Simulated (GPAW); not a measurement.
# Fe2 W5 Fe2 001: which magnetic order is lowest, part 2 of 2

Wanted: the moments of Fe2 W5 Fe2 001 and the energy of each order that was tried.

GPAW 26.7.0; PBE; plane waves with GPAW's PAW setups, scalar-relativistic.

So far. Step 2 (Run 1 (ferro ++++)): After 54 cycles the largest moment stands at 2.78 μB.

**3. Order 2, typed as antiferro ++--**

Reversing part of the moments tests the sign of the couplings between them.

The input, order2.py:

```python
import json
import numpy as np
from ase import Atoms
from ase.parallel import paropen, parprint
from gpaw import GPAW

atoms = Atoms(['Fe', 'Fe', 'W', 'W', 'W', 'W', 'W', 'Fe', 'Fe'],
    cell=[[3.165, 0.0, 0.0],
         [0.0, 3.165, 0.0],
         [0.0, 0.0, 23.445285]],
    scaled_positions=[[0.0, 0.0, 0.255915],
         [0.5, 0.5, 0.306158],
         [0.0, 0.0, 0.365024],
         [0.5, 0.5, 0.432512],
         [0.0, 0.0, 0.5],
         [0.5, 0.5, 0.567488],
         [0.0, 0.0, 0.634976],
         [0.5, 0.5, 0.693842],
         [0.0, 0.0, 0.744085]],
    pbc=True,
    magmoms=[2.6, 2.6, 0.0, 0.0, 0.0, 0.0, 0.0, -2.6, -2.6])
atoms.calc = GPAW(mode={'name': 'pw', 'ecut': 450},
    xc='PBE',
    kpts={'size': (20, 20, 1), 'gamma': True},
    occupations={'name': 'fermi-dirac', 'width': 0.05},
    convergence={'density': 1e-05, 'energy': 1e-05},
    maxiter=200,
    mixer={'name': 'pulay', 'beta': 0.03, 'nmaxold': 8, 'weight': 100},
    symmetry={'tolerance': 1e-4},
    txt='order2.txt')
e = atoms.get_potential_energy(force_consistent=True)
res = {'free_energy': e, 'energy_sigma0': atoms.get_potential_energy(), 'fermi_energy': atoms.calc.get_fermi_level()}
res['moments'] = atoms.get_magnetic_moments().tolist()
res['total'] = atoms.get_magnetic_moment()
parprint('site moments (muB):', np.round(res['moments'], 3))
parprint(f"total moment: {res['total']:.3f} muB")
parprint(f'free energy: {e:.6f} eV')
atoms.calc.write('order2.gpw')
with paropen('results.json', 'w') as f:
    json.dump(res, f)
```

Launch:

```sh
$ OMP_NUM_THREADS=1 mpirun -n 4 gpaw python order2.py > order2.log
```

Numbers of over 12 decimals in the logs are rounded to 6 here.

The program printed:

```text
site moments (muB): [ 2.792  1.848 -0.198 -0.018 -0.     0.018  0.198 -1.848 -2.792]
total moment: -0.000 muB
free energy: -90.033776 eV

--- order2.txt ---
Input parameters:
  mode=PW(ecut=450),
  convergence={'density': 1e-05, 'energy': 1e-05},
  kpts=MonkhorstPack(size=(20, 20, 1), gamma=True),
  maxiter=200,
  mixer=Pulay(name='pulay', nmaxold=8, beta=0.03, weight=100, sigma=0.015, g_ss=None),
  occupations=Occupations(name='fermi-dirac', width=0.05),
  symmetry=Symmetry(tolerance=0.0001),
  xc=XC(name='PBE')

Diagonalizing LCAO Hamiltonian
Converting LCAO to pw mode
   .-------.
  /|       |
 * |       |
 | |       |
 | |       |
 | |       |
 | |       |
 | |       |
 | |       |
 Fe|       |
 | |  Fe   |
 | |       |
 | |       |
 W |       |
 | |  W    |
 | |       |
 | |       |
 W |  W    |
 | |       |
 | |       |
 W |       |
 | |  Fe   |
 | |       |
 | |       |
 Fe|       |
 | |       |
 | |       |
 | |       |
 | |       |
 | .-------.
 |/       /
 *-------*

Atoms  # Å, Bohr magnetons
|   | symbol |        x |        y |         z |    initial magnetic moments |
|---|--------|----------|----------|-----------|-----------------------------|
| 0 |     Fe | 0.000000 | 0.000000 |  6.000000 | ( 0.0000,  0.0000,  2.6000) |
| 1 |     Fe | 1.582500 | 1.582500 |  7.177962 | ( 0.0000,  0.0000,  2.6000) |
| 2 |      W | 0.000000 | 0.000000 |  8.558092 | ( 0.0000,  0.0000,  0.0000) |
| 3 |      W | 1.582500 | 1.582500 | 10.140367 | ( 0.0000,  0.0000,  0.0000) |
| 4 |      W | 0.000000 | 0.000000 | 11.722642 | ( 0.0000,  0.0000,  0.0000) |
| 5 |      W | 1.582500 | 1.582500 | 13.304918 | ( 0.0000,  0.0000,  0.0000) |
| 6 |      W | 0.000000 | 0.000000 | 14.887193 | ( 0.0000,  0.0000,  0.0000) |
| 7 |     Fe | 1.582500 | 1.582500 | 16.267323 | ( 0.0000,  0.0000, -2.6000) |
| 8 |     Fe | 0.000000 | 0.000000 | 17.445285 | ( 0.0000,  0.0000, -2.6000) |

Unit cell  # Å
| periodic |        x |        y |         z |   lengths |    angles |
|----------|----------|----------|-----------|-----------|-----------|
|      yes | 3.165000 | 0.000000 |  0.000000 |  3.165000 | 90.000000 |
|      yes | 0.000000 | 3.165000 |  0.000000 |  3.165000 | 90.000000 |
|      yes | 0.000000 | 0.000000 | 23.445285 | 23.445285 | 90.000000 |

Number of symmetries: 8

BZ-sampling:
  Number of BZ points: 400
  Number of IBZ points: 66

  Monkhorst-Pack size: [20, 20, 1]
  Monkhorst-Pack shift: [0.025, 0.025, 0.0]

Plane wave coefficients: 5153
Cutoff: 450.000000 eV

Spin-components: 2 (collinear spins)
Bands:           66
Projectors:      54
Spin-degeneracy: 1
Datatype:        complex128

Parallelization:
  kpt:    4
  domain: 1
  band:   1

Density:
  Valence electrons: 102.0
  Components: 2
  Grid points: [ 16  16 120]
  Charge: 0.0  # |e|

Potential:
  Grid points: [ 16  16 120]

[... setups left out ...]
Reference energy: -2332336.176675  # eV

eigensolver:
  PPCG
  Converge bands: occupied
  niter=2

density mixing:
  Pulay-Mixer
  Linear mixing parameters: 0.03
  Old densities: 8
  Fourier metric: weight=100, sigma=0.015

occupation numbers:
  Fermi-Dirac:
    width: 0.0500  # eV

poisson solver:
  ecut: 3600.000000  # eV

xc functional:
  name: PBE with 2 nearest neighbor stencil

convergence criteria:
- Maximum integral of absolute [dens]ity change: 1e-05 electrons / valence electron
- Maximum [total energy] change in last 3 cyles: 1e-05 eV / valence electron
- Maximum integral of absolute [eigenst]ate change: 4e-08 eV^2 / valence electron
maximum number of iterations: 200

SCF iterations
|iter     |      energy | eigst |  dens |  magmom |
|---------|-------------|-------|-------|---------|
|iter:   1|       0s |  -93.147894 | +0.20 |       |  +0.0000|
|iter:   2|      15s |  -92.115100 | -1.16 | -0.96 |  +0.0000|
|iter:   3|      31s |  -91.647938 | -1.97 | -1.04 |  -0.0000|
|iter:   4|      46s |  -91.151794 | -2.22 | -1.07 |  +0.0000|
|iter:   5|      61s |  -89.853245 | -0.81 | -1.11 |  +0.0000|
|iter:   6|      76s |  -89.864089 | -2.31 | -1.32 |  +0.0000|
|iter:   7|      91s |  -89.842000 | -3.21 | -1.32 |  -0.0000|
|iter:   8|     106s |  -89.764061 | -2.19 | -1.33 |  +0.0000|
|iter:   9|     122s |  -89.854767 | -2.08 | -1.47 |  -0.0000|
|iter:  10|     137s |  -89.828595 | -2.49 | -1.60 |  +0.0000|
[... 38 iterations left out ...]
|iter:  49|     679s |  -89.997079c| -7.79c| -4.49 |  -0.0000|
|iter:  50|     687s |  -89.997079c| -7.72c| -4.51 |  -0.0000|
|iter:  51|     694s |  -89.997080c| -7.97c| -4.57 |  -0.0000|
|iter:  52|     701s |  -89.997080c| -7.91c| -4.62 |  -0.0000|
|iter:  53|     708s |  -89.997080c| -7.71c| -4.70 |  -0.0000|
|iter:  54|     715s |  -89.997080c| -7.86c| -4.83 |  -0.0000|
|iter:  55|     722s |  -89.997081c| -8.02c| -4.82 |  -0.0000|
|iter:  56|     729s |  -89.997081c| -8.29c| -4.89 |  -0.0000|
|iter:  57|     736s |  -89.997081c| -8.14c| -4.87 |  -0.0000|
|iter:  58|     743s |  -89.997081c| -8.67c| -5.08c|  -0.0000|

Converged in 58 steps
Energy contributions relative to reference atoms: (reference = -2332336.176675)

Energy contributions:
  Kinetic:          56.021786
  Coulomb:         -60.913697
  Zero:              0.479097
  External:          0.000000
  Xc:              -85.547572
  Entropy:          -0.073388
  Spinorbit:         0.000000
  ----------------------------
  Free energy:     -90.033776
  Extrapolated:    -89.997081

dipole moment: (-50.808945, -50.808945, -0.000345)  # |e|*Ang

Total magnetic moment: (0.000000, 0.000000, -0.000000)

Local magnetic moments
|        x |        y |         z |
|----------|----------|-----------|
| 0.000000 | 0.000000 |  2.791996 |  # Fe   0
| 0.000000 | 0.000000 |  1.847815 |  # Fe   1
| 0.000000 | 0.000000 | -0.198306 |  # W    2
| 0.000000 | 0.000000 | -0.017890 |  # W    3
| 0.000000 | 0.000000 | -0.000000 |  # W    4
| 0.000000 | 0.000000 |  0.017890 |  # W    5
| 0.000000 | 0.000000 |  0.198307 |  # W    6
| 0.000000 | 0.000000 | -1.847815 |  # Fe   7
| 0.000000 | 0.000000 | -2.791996 |  # Fe   8

Fermi level: 5.217
Eigenvalues  # (at kpt = [-0.000, -0.000, 0.000])
| band index |      eig [eV] | occ [0-1] |      eig [eV] | occ [0-1] |
|------------|---------------|-----------|---------------|-----------|
|          0 |       -68.702 |     1.000 |       -68.702 |     1.000 |
|        ... |               |           |               |           |
|         45 |         4.266 |     1.000 |         4.266 |     1.000 |
|         46 |         4.266 |     1.000 |         4.266 |     1.000 |
|         47 |         4.674 |     1.000 |         4.674 |     1.000 |
|         48 |         4.674 |     1.000 |         4.674 |     1.000 |
|         49 |         4.695 |     1.000 |         4.695 |     1.000 |
|         50 |         5.095 |     0.920 |         5.095 |     0.920 |
|         51 |         5.095 |     0.920 |         5.095 |     0.920 |
|         52 |         5.137 |     0.832 |         5.137 |     0.832 |
|         53 |         5.286 |     0.200 |         5.286 |     0.200 |
|         54 |         5.646 |     0.000 |         5.646 |     0.000 |
|         55 |         5.905 |     0.000 |         5.905 |     0.000 |
|         56 |         5.916 |     0.000 |         5.916 |     0.000 |
|         57 |         5.916 |     0.000 |         5.916 |     0.000 |
|         58 |         6.341 |     0.000 |         6.341 |     0.000 |
|         59 |         6.436 |     0.000 |         6.436 |     0.000 |
|         60 |         6.981 |     0.000 |         6.981 |     0.000 |
|        ... |               |           |               |           |
|         65 |         8.062 |     0.000 |         8.062 |     0.000 |

No gap
No difference between direct/indirect transitions
```

Wall time 13 min (4 MPI ranks of Arm Neoverse V2, shared host); peak memory 1.7 GiB; 51 min of CPU time.

Spin moment in the augmentation sphere by atom:

```
atom  spin moment in the augmentation sphere (μB)
 Fe1                                         2.79
 Fe2                                         1.85
  W3                                        -0.20
  W4                                        -0.02
  W5                                         0.00
  W6                                         0.02
  W7                                         0.20
 Fe8                                        -1.85
 Fe9                                        -2.79
```

Read from the output:

| Property | Result |
| --- | --- |
| magnetization | 0 μB |
| final state | antiferromagnetic |

It lies level with the first start, and its largest moment is 2.79 μB against 2.78 μB.

**4. Energies of the orders**

These are free energies at a smearing of 0.05 eV, so its entropy term is in the differences. They are divided by the number of seeded atoms, so that cells of unlike size compare.

Orders:

```
         start        final state  typed order kept  energy over the lowest (meV a seeded atom)  largest site moment (μB)  net moment (μB a primitive cell)  mesh matched  CPU time (s)
    ferro ++++      ferromagnetic               yes                                     0.07376                     2.782                             9.049           yes          3158
antiferro ++--  antiferromagnetic               yes                                           0                     2.792                                 0           yes          3077
```

**5. Results**

```json
{"lowest state found": "antiferromagnetic (typed antiferro ++--)", "largest site moment": "2.79 μB", "next state": "ferromagnetic, 0.0738 meV a seeded atom higher"}
```

**Reading.** The lowest state found is antiferromagnetic, reached from the start antiferro ++--, with moments up to 2.79 μB. The two lowest states lie so close that the mesh, the functional or spin–orbit coupling could swap them. Only 2 starts are shown; other collinear patterns, canted and longer-period orders are not.

[Logs and program files are shortened in this print: banners, set-up blocks, solver, clock and traceback lines can be left out without a mark of their own.]

[Logs are printed without paths, hosts, clocks, repeated set-up lines and the standing remarks that a program may print on its own settings, such as how far it seeks lower states.]

[Hosts, paths, dates, database ids (printed as entryN), source tags and the programs' standing remarks are cut or masked in the printed files.]

[Where a cell is said to come from a database of computed structures, the database is the Materials Project.]
